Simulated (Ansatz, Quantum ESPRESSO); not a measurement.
## SbAu (Pm-3m): from the cell to the phonon bands

Aim: the phonon dispersion of SbAu (Pm-3m), checked by a second program.

Main program and level: Quantum ESPRESSO 7.5; DFT PBE, scalar-relativistic, plane waves, SPMS norm-conserving pseudopotentials.

The structure was built from a prototype and need not be the compound's stable phase.

### 1. Starting point

The structure is cubic, space group Pm-3m (No. 221). The conventional cell has a = 3.502 Å, b = 3.502 Å, c = 3.502 Å, α = 90.00°, β = 90.00°, γ = 90.00°. Nearest to Au lie 8 Sb at 3.03 Å. Nearest to Sb lie 8 Au at 3.03 Å. Farther neighbours are not listed.

### 2. A first look

Before anything dear is run, a loose run with smearing shows whether this is a metal and how far the cell is from rest.

The input, probe.in:

```
 &control
    calculation='scf',
    prefix='x',
    outdir='./tmp',
    pseudo_dir='./pseudo',
    tprnfor=.true.,
    tstress=.true.,
    verbosity='high',
 /
 &system
    ibrav=0,
    nat=2,
    ntyp=2,
    ecutwfc=60.0,
    occupations='smearing',
    smearing='gaussian',
    degauss=0.01,
 /
 &electrons
    conv_thr=1.0d-07,
    mixing_beta=0.7,
    electron_maxstep=100,
 /
ATOMIC_SPECIES
 Au    196.9666  Au.upf
 Sb    121.7600  Sb.upf
CELL_PARAMETERS angstrom
     3.501767810    0.000000000    0.000000000
     0.000000000    3.501767810    0.000000000
     0.000000000    0.000000000    3.501767810
ATOMIC_POSITIONS crystal
 Au     0.000000000   0.000000000   0.000000000
 Sb     0.500000000   0.500000000   0.500000000
K_POINTS automatic
 6 6 6 0 0 0
```

Launch:

```
OMP_NUM_THREADS=1 mpirun -n 4 pw.x -nk 4 -in probe.in > probe.out
```

The log of the run:

```text
[banners, grids, parts of the stress and lines that vanish by symmetry left out]
Program PWSCF v.7.5
     Message from routine setup:
     using ibrav=0 with symmetry is DISCOURAGED, use correct ibrav instead
[...]
kinetic-energy cutoff     =      60.0000  Ry
     charge density cutoff     =     240.0000  Ry
     scf convergence threshold =      1.0E-07
[...]
Exchange-correlation= PBE
                           (   1   4   3   4   0   0   0)
[...]
48 Sym. Ops., with inversion, found
[...]
(     0          1          0      )
                  (     0          0          1      )
[...]
(  0.0000000  1.0000000  0.0000000 )
                  (  0.0000000  0.0000000  1.0000000 )
[...]
(     0         -1          0      )
                  (     0          0          1      )
[...]
(  0.0000000 -1.0000000  0.0000000 )
[...]
(     0          0          1      )
                  (     1          0          0      )
[...]
( -1.0000000  0.0000000  0.0000000 )
                  (  0.0000000  1.0000000  0.0000000 )
[...]
number of k points=    20  Gaussian smearing, width (Ry)=  0.0100
[...]
End of self-consistent calculation
[...]
the Fermi energy is    16.7311 ev
!    total energy              =    -459.26872486 Ry
[...]
convergence has been achieved in   6 iterations
[...]
atom    1 type  1   force =     0.00000000    0.00000000    0.00000000
     atom    2 type  2   force =     0.00000000    0.00000000    0.00000000
[...]
Total force =     0.000000     Total SCF correction =     0.000000
[...]
total   stress  (Ry/bohr**3)                   (kbar)     P=       41.77
[...]
XML data file, charge density, pseudopotentials, collected wavefunctions

   JOB DONE.
```

Elapsed: 3.9 s, on 4 MPI ranks of Arm Neoverse V1, shared host; 15 s of CPU time.

This step gave:

- volume per atom: 21.47 Å³
- pressure: 4.177 GPa
- gap on the k-mesh: 0 eV

No gap opens on this mesh, so smearing is kept; the start stands at 4.2 GPa.

### 3. Relaxation

The relaxation runs at a cutoff a fifth above that of the response, since stress converges more slowly with the basis than frequencies do. Forces and stress are brought to rest with tight thresholds.

The input, relax.in:

```
 &control
    calculation='vc-relax',
    prefix='x',
    outdir='./tmp',
    pseudo_dir='./pseudo',
    tprnfor=.true.,
    tstress=.true.,
    forc_conv_thr=2.0d-05,
    etot_conv_thr=1.0d-07,
    nstep=40,
 /
 &system
    ibrav=0,
    nat=2,
    ntyp=2,
    ecutwfc=72,
    occupations='smearing',
    smearing='mv',
    degauss=0.02,
 /
 &electrons
    conv_thr=1.0d-11,
    mixing_beta=0.7,
    electron_maxstep=100,
 /
 &ions
 /
 &cell
    press_conv_thr=0.2,
 /
ATOMIC_SPECIES
 Au    196.9666  Au.upf
 Sb    121.7600  Sb.upf
CELL_PARAMETERS angstrom
     3.501767810    0.000000000    0.000000000
     0.000000000    3.501767810    0.000000000
     0.000000000    0.000000000    3.501767810
ATOMIC_POSITIONS crystal
 Au     0.000000000   0.000000000   0.000000000
 Sb     0.500000000   0.500000000   0.500000000
K_POINTS automatic
 10 10 10 0 0 0
```

Launch:

```
OMP_NUM_THREADS=1 mpirun -n 4 pw.x -nk 4 -in relax.in > relax.out
```

The log of the run:

```text
[banners, grids, parts of the stress and lines that vanish by symmetry left out]
[banner, memory and clock lines left out]
Program PWSCF v.7.5

[...]
kinetic-energy cutoff     =      72.0000  Ry
     charge density cutoff     =     288.0000  Ry
     scf convergence threshold =      1.0E-11
[...]
energy convergence thresh.=      1.0E-07
     force convergence thresh. =      2.0E-05
     press convergence thresh. =      2.0E-01
     Exchange-correlation= PBE
                           (   1   4   3   4   0   0   0)
[...]
48 Sym. Ops., with inversion, found
[...]
number of k points=    56  Marzari-Vanderbilt smearing, width (Ry)=  0.0200
[...]
End of self-consistent calculation
[...]
the Fermi energy is    16.7984 ev
!    total energy              =    -459.26964206 Ry
[...]
convergence has been achieved in  10 iterations
[...]
atom    1 type  1   force =     0.00000000    0.00000000    0.00000000
     atom    2 type  2   force =     0.00000000    0.00000000    0.00000000
     Total force =     0.000000     Total SCF correction =     0.000000
[...]
total   stress  (Ry/bohr**3)                   (kbar)     P=       43.18
[...]
number of bfgs steps    =   0
[...]
CELL_PARAMETERS (angstrom)
[...]
ATOMIC_POSITIONS (crystal)
Au               0.0000000000        0.0000000000        0.0000000000
Sb               0.5000000000        0.5000000000        0.5000000000
[...]
New effective cutoffs (rho, wfc):  282.53   70.95
[...]
End of self-consistent calculation
[...]
the Fermi energy is    16.3106 ev
!    total energy              =    -459.27101305 Ry
[...]
convergence has been achieved in   6 iterations
[...]
atom    1 type  1   force =     0.00000000    0.00000000    0.00000000
     atom    2 type  2   force =     0.00000000    0.00000000    0.00000000
     Total force =     0.000000     Total SCF correction =     0.000000
[...]
total   stress  (Ry/bohr**3)                   (kbar)     P=       20.11
[...]
number of bfgs steps    =   1
[...]
CELL_PARAMETERS (angstrom)
[...]
ATOMIC_POSITIONS (crystal)
Au               0.0000000000        0.0000000000        0.0000000000
Sb               0.5000000000        0.5000000000        0.5000000000
[...]
New effective cutoffs (rho, wfc):  278.88   70.03
[...]
End of self-consistent calculation
[...]
the Fermi energy is    15.8851 ev
!    total energy              =    -459.27143745 Ry
[...]
convergence has been achieved in   8 iterations
[...]
atom    1 type  1   force =     0.00000000    0.00000000    0.00000000
     atom    2 type  2   force =     0.00000000    0.00000000    0.00000000
     Total force =     0.000000     Total SCF correction =     0.000000
[...]
total   stress  (Ry/bohr**3)                   (kbar)     P=        1.64
[...]
number of bfgs steps    =   2
[...]
CELL_PARAMETERS (angstrom)
[...]
ATOMIC_POSITIONS (crystal)
[...]
New effective cutoffs (rho, wfc):  278.55   69.95
[...]
End of self-consistent calculation
[...]
the Fermi energy is    15.8473 ev
!    total energy              =    -459.27144053 Ry
[...]
convergence has been achieved in   6 iterations
[...]
atom    1 type  1   force =     0.00000000    0.00000000    0.00000000
     atom    2 type  2   force =     0.00000000    0.00000000    0.00000000
     Total force =     0.000000     Total SCF correction =     0.000000
[...]
total   stress  (Ry/bohr**3)                   (kbar)     P=        0.07
[...]
number of bfgs steps    =   3
[...]
small trust_radius: resetting bfgs history
[...]
CELL_PARAMETERS (angstrom)
[...]
ATOMIC_POSITIONS (crystal)
[...]
New effective cutoffs (rho, wfc):  278.54   69.95
[...]
End of self-consistent calculation
[...]
the Fermi energy is    15.8465 ev
!    total energy              =    -459.27144053 Ry
[...]
convergence has been achieved in   4 iterations
[...]
atom    1 type  1   force =     0.00000000    0.00000000    0.00000000
     atom    2 type  2   force =     0.00000000    0.00000000    0.00000000
     Total force =     0.000000     Total SCF correction =     0.000000
[...]
total   stress  (Ry/bohr**3)                   (kbar)     P=        0.04
[...]
bfgs converged in   5 scf cycles and   4 bfgs steps
[...]
End of BFGS Geometry Optimization
     Final enthalpy           =    -459.2714405314 Ry
     File ./tmp/x.bfgs deleted, as requested
[...]
CELL_PARAMETERS (angstrom)
[...]
ATOMIC_POSITIONS (crystal)
Au               0.0000000000        0.0000000000        0.0000000000
Sb               0.5000000000        0.5000000000        0.5000000000
[...]
Final scf calculation at the relaxed structure.
[...]
kinetic-energy cutoff     =      72.0000  Ry
     charge density cutoff     =     288.0000  Ry
     scf convergence threshold =      1.0E-13
[...]
press convergence thresh. =      2.0E-01
     Exchange-correlation= PBE
                           (   1   4   3   4   0   0   0)
[...]
48 Sym. Ops., with inversion, found
[...]
number of k points=    56  Marzari-Vanderbilt smearing, width (Ry)=  0.0200
[...]
End of self-consistent calculation
[...]
the Fermi energy is    15.8465 ev
!    total energy              =    -459.27144947 Ry
[...]
convergence has been achieved in  11 iterations
[...]
atom    1 type  1   force =     0.00000000    0.00000000    0.00000000
     atom    2 type  2   force =     0.00000000    0.00000000    0.00000000
     Total force =     0.000000     Total SCF correction =     0.000000
[...]
total   stress  (Ry/bohr**3)                   (kbar)     P=        0.03
[...]
XML data file, charge density, pseudopotentials, collected wavefunctions
```

Run time: 64 s. Hardware: 4 MPI ranks.

Step by step:

```tsv
step	energy less that of the first step (eV)	largest force (eV/Å)	pressure (GPa)	volume (Å³)
1	0.0000	0.0000	4.32	42.94
2	-0.0187	0.0000	2.01	43.89
3	-0.0244	0.0000	0.16	44.76
4	-0.0245	0.0000	0.01	44.84
5	-0.0245	0.0000	0.00	44.84
6	-0.0246	0.0000	0.00	44.84
```

```tsv
conventional cell, symmetrised	before	after	change
a (Å)	3.502	3.553	+1.5 %
b (Å)	3.502	3.553	+1.5 %
c (Å)	3.502	3.553	+1.5 %
volume (Å³/atom)	21.47	22.42	+4.4 %
```

Final coordinates:

```
Au Sb
1.0
     3.55262    0.00000    0.00000
     0.00000    3.55262    0.00000
     0.00000    0.00000    3.55262
Au Sb
1 1
Direct
  0.00000 0.00000 0.00000
  0.50000 0.50000 0.50000
```

The last row of the table of steps is pw.x's closing run on a basis chosen anew for the final cell, so its energy can jump.

This step gave:

```yaml
volume_per_atom: 22.42 Å³
pressure: 0.003000 GPa
```

The volume changes by +4.4 % from the cell with which this run began.

### 4. Self-consistent run for the response

Perturbation theory inherits every error of the wavefunctions, so the threshold is set near the limit of the arithmetic. Smearing stays on, as the first look found no gap above 0.3 eV.

The input, scf.in:

```
 &control
    calculation='scf',
    prefix='x',
    outdir='./tmp',
    pseudo_dir='./pseudo',
    tprnfor=.true.,
    tstress=.true.,
 /
 &system
    ibrav=0,
    nat=2,
    ntyp=2,
    ecutwfc=60.0,
    occupations='smearing',
    smearing='mv',
    degauss=0.02,
 /
 &electrons
    conv_thr=1.0d-12,
    mixing_beta=0.7,
    electron_maxstep=100,
 /
ATOMIC_SPECIES
 Au    196.9666  Au.upf
 Sb    121.7600  Sb.upf
CELL_PARAMETERS angstrom
     3.552616137    0.000000000    0.000000000
     0.000000000    3.552616137    0.000000000
     0.000000000    0.000000000    3.552616137
ATOMIC_POSITIONS crystal
 Au     0.000000000   0.000000000   0.000000000
 Sb     0.500000000   0.500000000   0.500000000
K_POINTS automatic
 10 10 10 0 0 0
```

Launch:

```
OMP_NUM_THREADS=1 mpirun -n 4 pw.x -nk 4 -in scf.in > scf.out
```

The log of the run:

```text
[banners, grids, parts of the stress and lines that vanish by symmetry left out]
[banner, memory and clock lines left out]
Program PWSCF v.7.5

[...]
kinetic-energy cutoff     =      60.0000  Ry
     charge density cutoff     =     240.0000  Ry
     scf convergence threshold =      1.0E-12
[...]
Exchange-correlation= PBE
                           (   1   4   3   4   0   0   0)
[...]
48 Sym. Ops., with inversion, found
[...]
number of k points=    56  Marzari-Vanderbilt smearing, width (Ry)=  0.0200
[...]
End of self-consistent calculation
[...]
the Fermi energy is    15.8465 ev
!    total energy              =    -459.27142246 Ry
[...]
convergence has been achieved in  10 iterations
[...]
atom    1 type  1   force =     0.00000000    0.00000000    0.00000000
     atom    2 type  2   force =     0.00000000    0.00000000    0.00000000
     Total force =     0.000000     Total SCF correction =     0.000000
[...]
total   stress  (Ry/bohr**3)                   (kbar)     P=        0.10
[...]
XML data file, charge density, pseudopotentials, collected wavefunctions
```

Wall time 13 s (4 MPI ranks).

This step gave:

* pressure: 0.01 GPa

The cell stands at 0.01 GPa, close enough for phonons.

(Continued in part 2 of 4.)

[Host names and launcher messages were left out of these logs when they were recorded.]

[Logs are printed without paths, hosts, clocks, repeated set-up lines and the standing remarks that a program may print on its own settings, such as how far it seeks lower states.]

[Hosts, paths, dates, database ids (printed as entryN), source tags and the programs' standing remarks are cut or masked in the printed files.]
